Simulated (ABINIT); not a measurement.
# MgO2 (R-3m): changed settings of a GW run in ABINIT

What do changed inputs do to GW on MgO2 (R-3m)?

Method: LDA and many-body steps on it, plane waves, in ABINIT 10.8.3.

This is a report of a sequence of runs, with most program output left out.

### 1. The structure

Symmetry: R-3m, No. 166, trigonal system. The conventional cell has a = 3.210 Å, b = 3.210 Å, c = 10.482 Å, α = 90.00°, β = 90.00°, γ = 120.00°. Nearest to Mg lie 6 O at 2.11 Å. Nearest to O lie 1 O at 1.49 Å and 3 Mg at 2.11 Å. Farther neighbours and most contacts between anions are not listed.

The cell and positions are those that the Materials Project relaxed with its own functionals (PBE, PBE+U or r2SCAN), kept fixed.

### 2. Screening, 4×4×4 mesh, 54 bands, screening to 152.4 eV

This step: ABINIT 10.8.3; RPA screening on LDA, plane waves, norm-conserving pseudopotentials.

The RPA dielectric matrix is built and inverted for each q.

Contents of run.abi:

```
acell 3*1.0 Angstrom
rprim 
  1.604761016024 0.926509204586 3.493978874900
  -1.604761016024 0.926509204586 3.493978874900
  0.000000000000 -1.853018409173 3.493978874900
ntypat 2
znucl 12 8
natom 3
typat 1 2 2
xred 
  0.000000000000 0.000000000000 0.000000000000
  0.428786000000 0.428786000000 0.428786000000
  0.571214000000 0.571214000000 0.571214000000
pp_dirpath "pseudos"
pseudos "Mg.upf, O.upf"
ecut 38
ngkpt 4 4 4
nshiftk 1
shiftk 0 0 0
kptopt 1
chksymbreak 0
istwfk *1
occopt 1
irdwfk 1
optdriver 3
nband 54
ecuteps 5.6
inclvkb 2
awtr 1
symchi 1
indata_prefix "in"
outdata_prefix "out"
tmpdata_prefix "tmp"
```

Run with:

```console
$ OMP_NUM_THREADS=1 mpirun -n 4 abinit run.abi > log
```

The job ended after 47 s (4 MPI ranks of Arm Neoverse N1, shared host; peak memory 0.8 GiB; 3.1 min of CPU time).

This step gave:

```yaml
eps_infinity_with_local_fields_on_this_mesh_along_the_program_s_q_direction: 3.530
the_same_without_local_fields: 3.882
plasma_frequency: 31.20 eV
plane_waves_in_the_screening_matrix: 127
```

Local fields lower ε∞ by 9 %. On a Γ-centred mesh this coarse the value itself is usually too large, while a short band sum pulls it down.

### 3. Base

The self-energy is evaluated for the states that the input lists, and the levels follow from it, in one-shot runs by the linearised quasiparticle equation.

This step: G0W0 on LDA, plane waves, norm-conserving pseudopotentials.

run.abi, as its differences from that of step 2:

```diff
@@ -24,8 +24,17 @@
 irdwfk 1
-optdriver 3
+optdriver 4
 nband 54
+gwcalctyp 0
+ecutsigx 38
+symsigma 1
+nkptgw 2
+kptgw 
+  0.5000000000 0.5000000000 0.5000000000
+  0.0000000000 0.0000000000 0.0000000000
+bdgw 
+  10 13
+  10 13
 ecuteps 5.6
-inclvkb 2
-awtr 1
-symchi 1
+irdscr 1
+ppmodel 1
 indata_prefix "in"
```

Wall time 6.5 s (4 MPI ranks); peak memory 0.7 GiB.

Numbers from this step:

| Quantity | Value |
| --- | --- |
| G0W0 gap on the points computed | 5.008 eV |
| starting gap on the mesh | 2.137 eV |
| k of the valence top | 0.5, 0.5, 0.5 |
| k of the conduction bottom | 0.5, 0.5, 0.5 |
| Z at the valence top | 0.792 |
| Z at the conduction bottom | 0.808 |
| least direct G0W0 gap on the computed points | 5.008 eV |

The gap on the mesh goes from 2.14 eV to 5.01 eV, a correction of +2.87 eV.

### 4. Coulomb singularity

run.abi, as its differences from that of step 3:

```diff
@@ -39,2 +39,3 @@
 ppmodel 1
+gw_icutcoul 3
 indata_prefix "in"
```

It took 6.5 s on 4 MPI ranks; peak memory 0.7 GiB.

Numbers from this step:

* G0W0 gap on the points computed: 4.937 eV
* starting gap on the mesh: 2.137 eV
* k of the valence top: 0.5, 0.5, 0.5
* k of the conduction bottom: 0.5, 0.5, 0.5
* Z at the valence top: 0.796
* Z at the conduction bottom: 0.812
* least direct G0W0 gap on the computed points: 4.937 eV

Against G0W0 in ABINIT (4×4×4 mesh, 54 bands, screening to 152.4 eV, Godby-Needs plasmon pole), the gap moves by −0.071 eV.

### 5. Side by side

Times are wall times on 4 MPI ranks of Arm Neoverse N1, shared host, good to a factor of about two. A run's time includes the screening step that it read.

| run | mesh | bands | screening cutoff (eV) | DFT gap (eV) | gap on the mesh (eV) | direct (eV) | ε∞ used | time |
| --- | --- | --- | --- | --- | --- | --- | --- | --- |
| base | 4×4×4 | 54 | 152.4 | 2.137 | 5.008 | 5.008 | 3.53 | 53 s |
| Coulomb singularity | 4×4×4 | 54 | 152.4 | 2.137 | 4.937 | 4.937 | 3.53 | 53 s |

### 6. What came out

| Item | Value |
| --- | --- |
| base | 5.008 eV |
| Coulomb singularity | 4.937 eV |
| known limits | not at the basis limit; coarse k mesh |

In words: Coulomb singularity: −0.071 eV against base (keys changed: gw_icutcoul). Bands and cutoff are finite, so the gap is not at the basis limit. The miss can reach some tenths of an eV and take either sign; the mesh is an error of its own. In the G0W0 runs levels were corrected at 2 k points alone, so a gap called «on the mesh» is the least over those, and an edge elsewhere would be missed. The 4×4×4 mesh is coarse for this cell, which bears on the long-range parts of exchange and screening.

[Paths, hosts, dates, memory and timing lines, banners, echoed tables and standing remarks are left out of the program output.]

[Logs are printed without paths, hosts, clocks, repeated set-up lines and the standing remarks that a program may print on its own settings, such as how far it seeks lower states.]

[Runs of the session that timed out or met a known fault of the program may be left out.]

[Hosts, paths, dates, database ids (printed as entryN), source tags and the programs' standing remarks are cut or masked in the printed files.]

[G0W0 gaps are taken among the corrected bands and points alone; a level outside them can change the order at an edge.]

[Where Ansatz stands beside ABINIT at settings called matched, ABINIT's density can come from a denser mesh and the files from another edition; pairs whose starting gaps differed by over 0.03 eV were left out, so agreement reads better than it is.]
